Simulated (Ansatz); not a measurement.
**Ir wire along [110], 17 atoms a period: bands along the axis**

Aim: is the Ir wire along [110], 17 atoms a period a metal or a semiconductor?

Method: DFT PBE, plane waves, PAW; relaxation of a wire's period; PAW set soft_1, in the first sound run; inputs show where later runs differ, in Ansatz 0.2.0.

### Step 1. The structure

The cell holds 17 atoms: 17 Ir. Cell: a = 14.540 Å, b = 15.010 Å, c = 2.737 Å, α = 90.0°, β = 90.0°, γ = 90.0°. Vacuum lies along a and b. The structure's axis is c.

### Step 2. Relaxing the period

Band widths follow the bond lengths, so the wire is relaxed first. The atoms and the third cell vector are free; the box across stays fixed as vacuum. A Fermi-Dirac smearing is set since the result may be a metal. The pressure printed is a third of the stress's trace over the whole box, vacuum included; only the stress along the axis is relaxed.

input.yaml reads:

```yaml
crystal:
  lattice:
    - [14.54, 0.0, 0.0]
    - [0.0, 15.01, 0.0]
    - [0.0, 0.0, 2.7365032432]
  atoms:
    - { symbol: Ir, position: [0.233837689, 0.31767166, 0.0] }
    - { symbol: Ir, position: [0.233837689, 0.499983669, 0.0] }
    - { symbol: Ir, position: [0.5, 0.31767166, 0.0] }
    - { symbol: Ir, position: [0.5, 0.499983669, 0.0] }
    - { symbol: Ir, position: [0.766162311, 0.31767166, 0.0] }
    - { symbol: Ir, position: [0.766162311, 0.499983669, 0.0] }
    - { symbol: Ir, position: [0.366918845, 0.226515656, 0.5] }
    - { symbol: Ir, position: [0.366918845, 0.408827664, 0.5] }
    - { symbol: Ir, position: [0.366918845, 0.591139673, 0.5] }
    - { symbol: Ir, position: [0.366918845, 0.773451681, 0.5] }
    - { symbol: Ir, position: [0.633081155, 0.226515656, 0.5] }
    - { symbol: Ir, position: [0.633081155, 0.408827664, 0.5] }
    - { symbol: Ir, position: [0.633081155, 0.591139673, 0.5] }
    - { symbol: Ir, position: [0.633081155, 0.773451681, 0.5] }
    - { symbol: Ir, position: [0.233837689, 0.682295677, 0.0] }
    - { symbol: Ir, position: [0.5, 0.682295677, 0.0] }
    - { symbol: Ir, position: [0.766162311, 0.682295677, 0.0] }
kpoints:
  mp_grid: { grid: [1, 1, 30] }
scf:
  occupations: { method: fermi_dirac, width: 0.05 }
hamiltonian:
  xc: pbe
  pseudopotentials: { kind: paw, azcp: { folder: soft_1 } }
relax:
  cell: { fix: [a, b, alpha, beta, gamma] }
  max_steps: 45
  f_tol: 0.03
```

Command:

```bash
> ansatz run input.yaml --threads 4 --pin off --max-ram 16384MiB --backend cpu --events-out ev --progress --plain --runs-dir out
```

Numbers of over 12 decimals in the logs are rounded to 6 here.

The log of the run:

```text
Engine: ansatz 0.2.0, x86_64-unknown-linux-gnu
Pseudopotentials: kind: paw
Pseudopotential: Ir, paw, valence charge 17, recommended cutoff 420 eV (normal), soft_1/Ir.paw.azcp
Functional definition: PBE
  parameter kappa = 0.804
  parameter beta = 0.066725
  exchange = pbe_x(kappa = kappa, mu = beta*pi^2/3)
  correlation = pbe_c(beta = beta)
Crystal: 17 atoms, lattice volume = 597.229 Å³
Basis set: ecut = 420 eV, 11747 PW (Γ), exchange–correlation on 200×216×40 points (8 copies of the dense FFT grid, shifted against one another)
Bands: 174, of which v1, the nominal top of the filled ones, is band 145 counted from 1 (144 counted from 0)
Symmetry: 8 space group operations
Space group: Pmmm (ITA 47), of the structure as read, at distance tolerance 8.4e-5 Å
k-points: 16 of 30
Non-local potential: Ir, projectors of the file, l = 0: 3, l = 1: 2, l = 2: 2, l = 3: 1
PAW form: soft (Blöchl's): semilocal exchange-correlation on the pseudo side does not see the compensation charge
PAW one-centre angular grid: Ir, 590 points (default); XC on 64 Gauss nodes
Initial density: superposition of atomic densities (neutral atoms: chi_scale 0, normalization atom)
Initial wavefunctions: pseudopotential atomic-orbital guess
Functional: x = pbe(κ = 0.804, μ = 0.219515), c = pbe(β = 0.066725)
SCF iter   1: F=—  HF=-202910.603738 eV  |F-HF|=—  |Δ(HF+E_count)|=         —  Δρ=3.24e-2  dr2=1.26e1  ethr=3.10e-3  ⟨swp⟩=7.4  Hψ=11335  notcnv=0  defer=28
preconditioner: auto → LDOS  [metal: Δε(μ)=0.011 eV  Ē_g=5.502 eV  σ=0.050 eV  W_gap=0.06  n_scr=118 (ndim 8)  ℏωp=18.8 eV  f_vac=0.458  D(μ)=24.68/eV (n_scr^D=210)  β→1.0]
SCF iter   2: F=—  HF=-202911.263442 eV  |F-HF|=—  |Δ(HF+E_count)|=   6.60e-1  Δρ=3.25e-2  dr2=1.54e1  ethr=3.10e-3  ⟨swp⟩=3.0  Hψ=6962  notcnv=0  defer=114
SCF iter   3: F=—  HF=-202907.817819 eV  |F-HF|=—  |Δ(HF+E_count)|=    3.45e0  Δρ=4.55e-3  dr2=1.23e-1  ethr=3.10e-3  ⟨swp⟩=2.5  Hψ=4528  notcnv=0  defer=102
SCF iter   4: F=—  HF=-202907.799454 eV  |F-HF|=—  |Δ(HF+E_count)|=   1.84e-2  Δρ=2.31e-3  dr2=5.70e-2  ethr=4.27e-5  ⟨swp⟩=3.0  Hψ=6996  notcnv=0  defer=104
SCF iter   5: F=—  HF=-202907.789046 eV  |F-HF|=—  |Δ(HF+E_count)|=   1.04e-2  Δρ=7.74e-4  dr2=6.23e-3  ethr=1.97e-5  ⟨swp⟩=2.0  Hψ=4996  notcnv=0  defer=104
SCF iter   6: F=—  HF=-202907.789807 eV  |F-HF|=—  |Δ(HF+E_count)|=   7.62e-4  Δρ=2.59e-4  dr2=1.12e-3  ethr=2.16e-6  ⟨swp⟩=3.1  Hψ=4654  notcnv=0  defer=104
SCF iter   7: F=—  HF=-202907.789820 eV  |F-HF|=—  |Δ(HF+E_count)|=   1.29e-5  Δρ=9.55e-5  dr2=1.39e-4  ethr=3.86e-7  ⟨swp⟩=2.0  Hψ=3910  notcnv=0  defer=104
SCF iter   8: F=—  HF=-202907.789815 eV  |F-HF|=—  |Δ(HF+E_count)|=   4.75e-6  Δρ=3.79e-5  dr2=1.60e-5  ethr=4.82e-8  ⟨swp⟩=2.1  Hψ=3979  notcnv=0  defer=104
SCF iter   9: F=—  HF=-202907.789220 eV  |F-HF|=—  |Δ(HF+E_count)|=   5.96e-4  Δρ=1.13e-5  dr2=1.35e-6  ethr=5.53e-9  ⟨swp⟩=2.9  Hψ=4195  notcnv=0  defer=104
SCF iter  10: F=—  HF=-202907.789220 eV  |F-HF|=—  |Δ(HF+E_count)|=   1.14e-7  Δρ=4.62e-6  dr2=2.09e-7  ethr=4.68e-10  ⟨swp⟩=2.9  Hψ=4611  notcnv=0  defer=104
SCF iter  11: F=-202907.789220 eV  HF=-202907.789220 eV  |F-HF|=1.56e-8  |Δ(HF+E_count)|=   6.62e-8  Δρ=1.66e-6  dr2=3.29e-8  ethr=3.46e-11  ⟨swp⟩=5.0  Hψ=9839  notcnv=0
SCF 1 converged in 11 iterations: F = -202907.789220 eV  dr2 = 3.29e-8
  greatest PAW one-centre occupation: 1.000 electrons in one spin orbital (limit 2), on the Ir atom at site 3 (counted from 0), in its partial waves of l = 0
relax step   1: F+E_penalty+E_count = -202907.78921987 eV  Δ(F+E_penalty+E_count) = +0.000e0 eV  max|allowed force component| = 1.806e0 eV/Å  Δτ_max = 0.0000 Å  P = -7.575 GPa  Ω = 597.229 Å³  fix = [a, b, alpha, beta, gamma]  reactions: a -5.852, b -7.485 GPa  (11 SCF iters, dr2 threshold 1.00e-7 eV, accepted)
Crystal: 17 atoms, lattice volume = 568.794 Å³
Basis set: ecut = 420 eV, 11179 PW (Γ), exchange–correlation on 200×216×40 points (8 copies of the dense FFT grid, shifted against one another)
Initial density: handed on by an earlier stage of this run
Initial wavefunctions: those handed on with the density
iter 1 solved again at ethr=1.87e-3 eV; its pass at ethr=3.10e-3 eV (dr2=5.41e0 eV) is discarded
SCF iter   1: F=—  HF=-202908.683477 eV  |F-HF|=—  |Δ(HF+E_count)|=         —  Δρ=1.72e-2  dr2=5.41e0  ethr=1.87e-3  ⟨swp⟩=2.4  Hψ=13785  notcnv=0
preconditioner: auto → LDOS  [metal: Δε(μ)=0.029 eV  Ē_g=6.149 eV  σ=0.050 eV  W_gap=0.14  n_scr=102 (ndim 8)  ℏωp=19.3 eV  f_vac=0.488  D(μ)=15.78/eV (n_scr^D=88)  β→1.0]
SCF iter   2: F=—  HF=-202908.656170 eV  |F-HF|=—  |Δ(HF+E_count)|=   2.73e-2  Δρ=9.51e-3  dr2=1.62e0  ethr=1.87e-3  ⟨swp⟩=2.6  Hψ=4510  notcnv=0
SCF iter   3: F=—  HF=-202908.406796 eV  |F-HF|=—  |Δ(HF+E_count)|=   2.49e-1  Δρ=2.30e-3  dr2=7.56e-2  ethr=5.60e-4  ⟨swp⟩=2.9  Hψ=5302  notcnv=0  defer=135
SCF iter   4: F=—  HF=-202908.393664 eV  |F-HF|=—  |Δ(HF+E_count)|=   1.31e-2  Δρ=7.88e-4  dr2=7.98e-3  ethr=2.61e-5  ⟨swp⟩=2.7  Hψ=4885  notcnv=0  defer=135
SCF iter   5: F=—  HF=-202908.393961 eV  |F-HF|=—  |Δ(HF+E_count)|=   2.98e-4  Δρ=2.37e-4  dr2=4.23e-4  ethr=2.76e-6  ⟨swp⟩=2.2  Hψ=4049  notcnv=0  defer=135
SCF iter   6: F=—  HF=-202908.393382 eV  |F-HF|=—  |Δ(HF+E_count)|=   5.79e-4  Δρ=7.49e-5  dr2=4.96e-5  ethr=1.46e-7  ⟨swp⟩=2.6  Hψ=4562  notcnv=0  defer=135
SCF iter   7: F=—  HF=-202908.393401 eV  |F-HF|=—  |Δ(HF+E_count)|=   1.91e-5  Δρ=3.09e-5  dr2=8.57e-6  ethr=1.72e-8  ⟨swp⟩=2.8  Hψ=4448  notcnv=0  defer=135
SCF iter   8: F=-202908.393406 eV  HF=-202908.393406 eV  |F-HF|=2.42e-7  |Δ(HF+E_count)|=   4.32e-6  Δρ=9.56e-6  dr2=8.20e-7  ethr=5.88e-10  ⟨swp⟩=6.0  Hψ=11114  notcnv=0
SCF 2 converged in 8 iterations: F = -202908.393406 eV  dr2 = 8.20e-7
  greatest PAW one-centre occupation: 1.000 electrons in one spin orbital (limit 2), on the Ir atom at site 11 (counted from 0), in its partial waves of l = 0
relax step   2: F+E_penalty+E_count = -202908.39340555 eV  Δ(F+E_penalty+E_count) = -6.042e-1 eV  max|allowed force component| = 1.638e0 eV/Å  Δτ_max = 0.1948 Å  P = +6.985 GPa  Ω = 568.794 Å³  energy of the carried Pulay correction = +5.769e-3 eV  fix = [a, b, alpha, beta, gamma]  reactions: a +6.294, b +4.988 GPa  (8 SCF iters, dr2 threshold 1.70e-6 eV, accepted)
Crystal: 17 atoms, lattice volume = 583.333 Å³
Basis set: ecut = 420 eV, 11471 PW (Γ), exchange–correlation on 200×216×40 points (8 copies of the dense FFT grid, shifted against one another)
iter 1 solved again at ethr=4.33e-4 eV; its pass at ethr=3.10e-3 eV (dr2=1.25e0 eV) is discarded
SCF iter   1: F=—  HF=-202909.183053 eV  |F-HF|=—  |Δ(HF+E_count)|=         —  Δρ=8.10e-3  dr2=1.26e0  ethr=4.33e-4  ⟨swp⟩=2.2  Hψ=14354  notcnv=0
preconditioner: auto → LDOS  [metal: Δε(μ)=0.010 eV  Ē_g=5.669 eV  σ=0.050 eV  W_gap=0.05  n_scr=118 (ndim 8)  ℏωp=19.0 eV  f_vac=0.475  D(μ)=19.51/eV (n_scr^D=118)  β→1.0]
SCF iter   2: F=—  HF=-202909.175095 eV  |F-HF|=—  |Δ(HF+E_count)|=   7.96e-3  Δρ=4.29e-3  dr2=2.54e-1  ethr=4.33e-4  ⟨swp⟩=2.0  Hψ=4460  notcnv=0
SCF iter   3: F=—  HF=-202909.120632 eV  |F-HF|=—  |Δ(HF+E_count)|=   5.45e-2  Δρ=1.17e-3  dr2=1.93e-2  ethr=8.79e-5  ⟨swp⟩=2.2  Hψ=4702  notcnv=0
SCF iter   4: F=—  HF=-202909.117165 eV  |F-HF|=—  |Δ(HF+E_count)|=   3.47e-3  Δρ=3.80e-4  dr2=2.33e-3  ethr=6.68e-6  ⟨swp⟩=2.8  Hψ=5516  notcnv=0  defer=17
SCF iter   5: F=—  HF=-202909.117215 eV  |F-HF|=—  |Δ(HF+E_count)|=   5.00e-5  Δρ=1.15e-4  dr2=9.23e-5  ethr=8.06e-7  ⟨swp⟩=2.0  Hψ=3719  notcnv=0  defer=17
SCF iter   6: F=—  HF=-202909.116626 eV  |F-HF|=—  |Δ(HF+E_count)|=   5.89e-4  Δρ=3.53e-5  dr2=6.83e-6  ethr=3.19e-8  ⟨swp⟩=2.5  Hψ=4198  notcnv=0  defer=17
SCF iter   7: F=-202909.116631 eV  HF=-202909.116631 eV  |F-HF|=2.55e-7  |Δ(HF+E_count)|=   5.06e-6  Δρ=1.19e-5  dr2=1.35e-6  ethr=5.88e-10  ⟨swp⟩=5.8  Hψ=10662  notcnv=0
SCF 3 converged in 7 iterations: F = -202909.116631 eV  dr2 = 1.35e-6
relax step   3: F+E_penalty+E_count = -202909.11663095 eV  Δ(F+E_penalty+E_count) = -7.232e-1 eV  max|allowed force component| = 3.013e-1 eV/Å  Δτ_max = 0.0874 Å  P = -1.146 GPa  Ω = 583.333 Å³  energy of the carried Pulay correction = +2.761e-3 eV  fix = [a, b, alpha, beta, gamma]  reactions: a -1.121, b -0.749 GPa  (7 SCF iters, dr2 threshold 1.70e-6 eV, accepted)
Crystal: 17 atoms, lattice volume = 581.261 Å³
Basis set: ecut = 420 eV, 11435 PW (Γ), exchange–correlation on 200×216×40 points (8 copies of the dense FFT grid, shifted against one another)
iter 1 solved again at ethr=3.25e-5 eV; its pass at ethr=3.10e-3 eV (dr2=9.39e-2 eV) is discarded
SCF iter   1: F=—  HF=-202909.153107 eV  |F-HF|=—  |Δ(HF+E_count)|=         —  Δρ=3.06e-3  dr2=9.56e-2  ethr=3.25e-5  ⟨swp⟩=3.0  Hψ=11587  notcnv=0
preconditioner: auto → LDOS  [metal: Δε(μ)=0.020 eV  Ē_g=5.743 eV  σ=0.050 eV  W_gap=0.10  n_scr=110 (ndim 8)  ℏωp=19.1 eV  f_vac=0.478  D(μ)=18.45/eV (n_scr^D=102)  β→1.0]
SCF iter   2: F=—  HF=-202909.150593 eV  |F-HF|=—  |Δ(HF+E_count)|=   2.51e-3  Δρ=1.30e-3  dr2=1.46e-2  ethr=3.25e-5  ⟨swp⟩=2.0  Hψ=4427  notcnv=0
SCF iter   3: F=—  HF=-202909.148297 eV  |F-HF|=—  |Δ(HF+E_count)|=   2.30e-3  Δρ=4.43e-4  dr2=2.63e-3  ethr=5.05e-6  ⟨swp⟩=2.8  Hψ=5648  notcnv=0
SCF iter   4: F=—  HF=-202909.147709 eV  |F-HF|=—  |Δ(HF+E_count)|=   5.88e-4  Δρ=1.02e-4  dr2=1.14e-4  ethr=9.11e-7  ⟨swp⟩=2.2  Hψ=4091  notcnv=0
SCF iter   5: F=—  HF=-202909.147045 eV  |F-HF|=—  |Δ(HF+E_count)|=   6.64e-4  Δρ=3.07e-5  dr2=8.36e-6  ethr=3.94e-8  ⟨swp⟩=2.8  Hψ=4575  notcnv=0
SCF iter   6: F=-202909.147047 eV  HF=-202909.147047 eV  |F-HF|=1.32e-7  |Δ(HF+E_count)|=   2.01e-6  Δρ=1.02e-5  dr2=5.76e-7  ethr=5.88e-10  ⟨swp⟩=5.4  Hψ=10237  notcnv=0
SCF 4 converged in 6 iterations: F = -202909.147047 eV  dr2 = 5.76e-7
relax step   4: F+E_penalty+E_count = -202909.14704716 eV  Δ(F+E_penalty+E_count) = -3.042e-2 eV  max|allowed force component| = 7.460e-2 eV/Å  Δτ_max = 0.0472 Å  P = -0.073 GPa  Ω = 581.261 Å³  energy of the carried Pulay correction = +3.181e-3 eV  fix = [a, b, alpha, beta, gamma]  reactions: a +0.156, b -0.308 GPa  (6 SCF iters, dr2 threshold 1.70e-6 eV, accepted)
Crystal: 17 atoms, lattice volume = 580.857 Å³
iter 1 solved again at ethr=1.05e-5 eV; its pass at ethr=3.10e-3 eV (dr2=3.03e-2 eV) is discarded
SCF iter   1: F=—  HF=-202909.154300 eV  |F-HF|=—  |Δ(HF+E_count)|=         —  Δρ=1.53e-3  dr2=2.93e-2  ethr=1.05e-5  ⟨swp⟩=3.0  Hψ=10482  notcnv=0
preconditioner: auto → LDOS  [metal: Δε(μ)=0.008 eV  Ē_g=5.747 eV  σ=0.050 eV  W_gap=0.04  n_scr=110 (ndim 8)  ℏωp=19.1 eV  f_vac=0.478  D(μ)=18.26/eV (n_scr^D=98)  β→1.0]
SCF iter   2: F=—  HF=-202909.153054 eV  |F-HF|=—  |Δ(HF+E_count)|=   1.25e-3  Δρ=4.30e-4  dr2=2.55e-3  ethr=1.01e-5  ⟨swp⟩=1.4  Hψ=2796  notcnv=0
SCF iter   3: F=—  HF=-202909.153065 eV  |F-HF|=—  |Δ(HF+E_count)|=   1.17e-5  Δρ=9.84e-5  dr2=7.43e-5  ethr=8.82e-7  ⟨swp⟩=1.7  Hψ=3101  notcnv=0
SCF iter   4: F=—  HF=-202909.152450 eV  |F-HF|=—  |Δ(HF+E_count)|=   6.16e-4  Δρ=3.60e-5  dr2=1.40e-5  ethr=2.57e-8  ⟨swp⟩=3.4  Hψ=6404  notcnv=0
SCF iter   5: F=—  HF=-202909.152449 eV  |F-HF|=—  |Δ(HF+E_count)|=   6.38e-7  Δρ=1.23e-5  dr2=1.31e-6  ethr=4.85e-9  ⟨swp⟩=2.3  Hψ=3763  notcnv=0
SCF iter   6: F=-202909.152449 eV  HF=-202909.152449 eV  |F-HF|=1.14e-7  |Δ(HF+E_count)|=   6.33e-8  Δρ=3.33e-6  dr2=1.52e-7  ethr=1.20e-10  ⟨swp⟩=5.0  Hψ=9989  notcnv=0
SCF 5 converged in 6 iterations: F = -202909.152449 eV  dr2 = 1.52e-7
relax step   5: F+E_penalty+E_count = -202909.15244889 eV  Δ(F+E_penalty+E_count) = -5.402e-3 eV  max|allowed force component| = 2.114e-2 eV/Å  Δτ_max = 0.0236 Å  P = -0.012 GPa  Ω = 580.857 Å³  energy of the carried Pulay correction = +3.264e-3 eV  fix = [a, b, alpha, beta, gamma]  reactions: a -0.094, b -0.004 GPa  (6 SCF iters, dr2 threshold 3.48e-7 eV, accepted)
Crystal: 17 atoms, lattice volume = 580.982 Å³
iter 1 solved again at ethr=5.61e-7 eV; its pass at ethr=3.10e-3 eV (dr2=1.62e-3 eV) is discarded
SCF iter   1: F=—  HF=-202909.153442 eV  |F-HF|=—  |Δ(HF+E_count)|=         —  Δρ=2.95e-4  dr2=1.54e-3  ethr=5.61e-7  ⟨swp⟩=2.3  Hψ=9545  notcnv=0
preconditioner: auto → LDOS  [metal: Δε(μ)=0.012 eV  Ē_g=5.744 eV  σ=0.050 eV  W_gap=0.06  n_scr=110 (ndim 8)  ℏωp=19.1 eV  f_vac=0.477  D(μ)=18.36/eV (n_scr^D=98)  β→1.0]
SCF iter   2: F=—  HF=-202909.153376 eV  |F-HF|=—  |Δ(HF+E_count)|=   6.60e-5  Δρ=8.44e-5  dr2=1.25e-4  ethr=5.33e-7  ⟨swp⟩=1.2  Hψ=2787  notcnv=0
SCF iter   3: F=—  HF=-202909.153392 eV  |F-HF|=—  |Δ(HF+E_count)|=   1.61e-5  Δρ=2.01e-5  dr2=6.44e-6  ethr=4.34e-8  ⟨swp⟩=1.8  Hψ=2901  notcnv=0
SCF iter   4: F=—  HF=-202909.152750 eV  |F-HF|=—  |Δ(HF+E_count)|=   6.42e-4  Δρ=6.14e-6  dr2=1.77e-7  ethr=2.23e-9  ⟨swp⟩=2.8  Hψ=4149  notcnv=0
SCF iter   5: F=—  HF=-202909.152750 eV  |F-HF|=—  |Δ(HF+E_count)|=   7.03e-8  Δρ=2.62e-6  dr2=8.46e-8  ethr=3.16e-12  ⟨swp⟩=6.2  Hψ=12337  notcnv=0
SCF iter   6: F=-202909.152750 eV  HF=-202909.152750 eV  |F-HF|=6.49e-9  |Δ(HF+E_count)|=   1.53e-8  Δρ=8.51e-7  dr2=8.49e-9  ethr=3.16e-12  ⟨swp⟩=4.0  Hψ=12429  notcnv=0
SCF 6 converged in 6 iterations: F = -202909.152750 eV  dr2 = 8.49e-9
relax step   6: F+E_penalty+E_count = -202909.15275047 eV  Δ(F+E_penalty+E_count) = -3.016e-4 eV  max|allowed force component| = 5.978e-3 eV/Å  Δτ_max = 0.0038 Å  P = -0.043 GPa  Ω = 580.982 Å³  energy of the carried Pulay correction = +3.238e-3 eV  fix = [a, b, alpha, beta, gamma]  reactions: a -0.053, b -0.092 GPa  (6 SCF iters, dr2 threshold 9.15e-9 eV, accepted)
Basis set: ecut = 420 eV, 11435 PW (Γ), exchange–correlation on 200×216×36 points (8 copies of the dense FFT grid, shifted against one another)
Initial wavefunctions: pseudopotential atomic-orbital guess (no wavefunctions were taken with the density)
iter 1 solved again at ethr=2.44e-7 eV; its pass at ethr=3.10e-3 eV (dr2=7.06e-4 eV) is discarded
SCF iter   1: F=—  HF=-202909.148954 eV  |F-HF|=—  |Δ(HF+E_count)|=         —  Δρ=6.29e-5  dr2=3.87e-6  ethr=2.44e-7  ⟨swp⟩=5.1  Hψ=21816  notcnv=0
preconditioner: auto → LDOS  [metal: Δε(μ)=0.013 eV  Ē_g=5.744 eV  σ=0.050 eV  W_gap=0.07  n_scr=110 (ndim 8)  ℏωp=19.1 eV  f_vac=0.478  D(μ)=18.33/eV (n_scr^D=98)  β→1.0]
SCF iter   2: F=—  HF=-202909.148849 eV  |F-HF|=—  |Δ(HF+E_count)|=   1.05e-4  Δρ=1.34e-5  dr2=5.34e-7  ethr=1.34e-9  ⟨swp⟩=3.0  Hψ=6250  notcnv=0
SCF iter   3: F=—  HF=-202909.148849 eV  |F-HF|=—  |Δ(HF+E_count)|=   1.59e-7  Δρ=4.46e-6  dr2=1.28e-7  ethr=1.85e-10  ⟨swp⟩=2.4  Hψ=5388  notcnv=0
SCF iter   4: F=—  HF=-202909.148849 eV  |F-HF|=—  |Δ(HF+E_count)|=   3.09e-8  Δρ=1.02e-6  dr2=1.00e-8  ethr=4.43e-11  ⟨swp⟩=2.8  Hψ=4985  notcnv=0
SCF iter   5: F=—  HF=-202909.148849 eV  |F-HF|=—  |Δ(HF+E_count)|=   1.19e-9  Δρ=3.18e-7  dr2=6.91e-10  ethr=3.47e-12  ⟨swp⟩=2.5  Hψ=5053  notcnv=0
SCF iter   6: F=-202909.148849 eV  HF=-202909.148849 eV  |F-HF|=1.46e-10  |Δ(HF+E_count)|=    0.00e0  Δρ=1.20e-7  dr2=6.85e-11  ethr=1.00e-12  ⟨swp⟩=5.8  Hψ=10728  notcnv=0
SCF 7 converged in 6 iterations: F = -202909.148849 eV  dr2 = 6.85e-11
relax step   7: F+E_penalty+E_count = -202909.14884870 eV  Δ(F+E_penalty+E_count) = +3.902e-3 eV  max|allowed force component| = 5.977e-3 eV/Å  Δτ_max = 0.0000 Å  P = -0.036 GPa  Ω = 580.982 Å³  fix = [a, b, alpha, beta, gamma]  reactions: a -0.047, b -0.087 GPa  stress off target by 2.66e-2 GPa on what of the cell is left free  SCF on the basis re-selected at this cell (its energy is not comparable with the rows above)  (6 SCF iters)
basis re-selected at this cell: Δ(F+E_penalty+E_count) = +3.902e-3 eV, ΔP = +0.007 GPa vs the last step (what re-selecting the basis moved, of the pressure what is left beyond the Pulay correction that the steps carried, after the strain that the cell walked since its last selection, with what the two solves' SCF thresholds leave and, on support functions, any second-order correction that the steps lacked; it is no measure of the basis error at this ecutwfc). The dense FFT grid was sized anew with the basis: this SCF ran on 100×108×18 points, the steps before it on 100×108×20, so part of this shift can come from that change (see relax.cell in the input reference). [rest of the remark cut]
SCF converged after 6 iterations
Free energy (F): -202909.148849 eV
Harris-Foulkes:  -202909.148849 eV  (|F-HF|=1.46e-10)
Internal energy: -202908.991378 eV  (E = F + TS)
E sigma→0 (E₀):  -202909.070113 eV
Entropy (-TS):   -0.157471 eV (-9.263 meV/atom)
Fermi energy:    7.547575 eV
--- Per-component energies (eV) ---
  E_band       = -6539.014547
  E_kinetic    = 9166.124434
  E_local      = -172054.057420  (includes V_loc(G=0)·N_el)
  E_nonlocal   = 3238.614853
  E_hartree    = 81111.227723
  E_xc         = -3895.166834
  E_vxc        = -4337.074908  (∫ρ·V_xc dr)
  E_paw        = -157511.286704  (= ΣΔE_a)
  E_vpaw       = -4775.082369  (= ΣTr[D̂ρ^β])
  E_aug_tail   = 0.005951  (compensation charges beyond the density's cutoff)
  E_ewald      = 37035.546619
  E_smearing   = -0.157471  (= −TS)
  E_closure    = -0.000000  (closes the sum)
  Σ components = -202909.148849   (vs F -202909.148849, Δ=0.00e0)
--- Forces (eV/Å), atoms counted from 1 ---
  atom   1  Ir     0.00554631    -0.00597701     0.00000000
  atom   2  Ir    -0.00100866     0.00000000    -0.00000000
  atom   3  Ir     0.00000000    -0.00143176    -0.00000000
  atom   4  Ir    -0.00000000     0.00000000     0.00000000
  atom   5  Ir    -0.00554631    -0.00597701    -0.00000000
  atom   6  Ir     0.00100866    -0.00000000     0.00000000
  atom   7  Ir    -0.00177394    -0.00101669    -0.00000000
  atom   8  Ir    -0.00130932     0.00173345    -0.00000000
  atom   9  Ir    -0.00130932    -0.00173345    -0.00000000
  atom  10  Ir    -0.00177394     0.00101669    -0.00000000
  atom  11  Ir     0.00177394    -0.00101669     0.00000000
  atom  12  Ir     0.00130932     0.00173345     0.00000000
  atom  13  Ir     0.00130932    -0.00173345     0.00000000
  atom  14  Ir     0.00177394     0.00101669     0.00000000
  atom  15  Ir     0.00554631     0.00597701     0.00000000
  atom  16  Ir    -0.00000000     0.00143176     0.00000000
  atom  17  Ir    -0.00554631     0.00597701    -0.00000000
  max |Σ_I F_I| component: 3.47e-18 eV/Å
--- Stress (GPa, compression-positive) ---
       -0.047358      -0.000000      -0.000000
       -0.000000      -0.086740       0.000000
       -0.000000       0.000000       0.026627
  P = ⅓ Tr σ = -0.0358 GPa (-0.358 kbar)
--- Relaxed structure (6 steps of the walk, 6 accepted, 1 SCFs on fresh bases) ---
  F+E_penalty+E_count = -202909.14884870 eV   max|allowed force component| = 5.977e-3 eV/Å   (the final SCF, on the basis selected at the relaxed cell)
  cell:  # Å, volume = 580.9816 Å³
    - [14.54, 0, 0]
    - [0, 15.01, 0]
    - [0, 0, 2.662057]
  atoms:
    - { symbol: Ir, position: [0.236926, 0.321954, -9.109944041482458e-19] }
    - { symbol: Ir, position: [0.236396, 0.499984, -7.545645611467065e-19] }
    - { symbol: Ir, position: [0.500000, 0.313335, 0] }
    - { symbol: Ir, position: [0.500000, 0.499984, 0] }
    - { symbol: Ir, position: [0.763074, 0.321954, 9.109944041482437e-19] }
    - { symbol: Ir, position: [0.763604, 0.499984, 7.545645611467068e-19] }
    - { symbol: Ir, position: [0.363152, 0.236248, 0.5] }
    - { symbol: Ir, position: [0.367039, 0.411512, 0.5] }
    - { symbol: Ir, position: [0.367039, 0.588456, 0.5] }
    - { symbol: Ir, position: [0.363152, 0.763720, 0.5] }
    - { symbol: Ir, position: [0.636848, 0.236248, 0.5] }
    - { symbol: Ir, position: [0.632961, 0.411512, 0.5] }
    - { symbol: Ir, position: [0.632961, 0.588456, 0.5] }
    - { symbol: Ir, position: [0.636848, 0.763720, 0.5] }
    - { symbol: Ir, position: [0.236926, 0.678013, -9.109944041482435e-19] }
    - { symbol: Ir, position: [0.500000, 0.686632, 0] }
    - { symbol: Ir, position: [0.763074, 0.678013, 9.109944041482455e-19] }
```

Wall time 3.8 min (4 threads of Intel Xeon Platinum 8375C at 2.90GHz (Ice Lake), shared host); peak memory 2.7 GiB.

(Part 1 of 2 ends here.)

[Logs are printed without paths, hosts, clocks, repeated set-up lines and the standing remarks that a program may print on its own settings, such as how far it seeks lower states.]

[Hosts, paths, dates, database ids (printed as entryN), source tags and the programs' standing remarks are cut or masked in the printed files.]
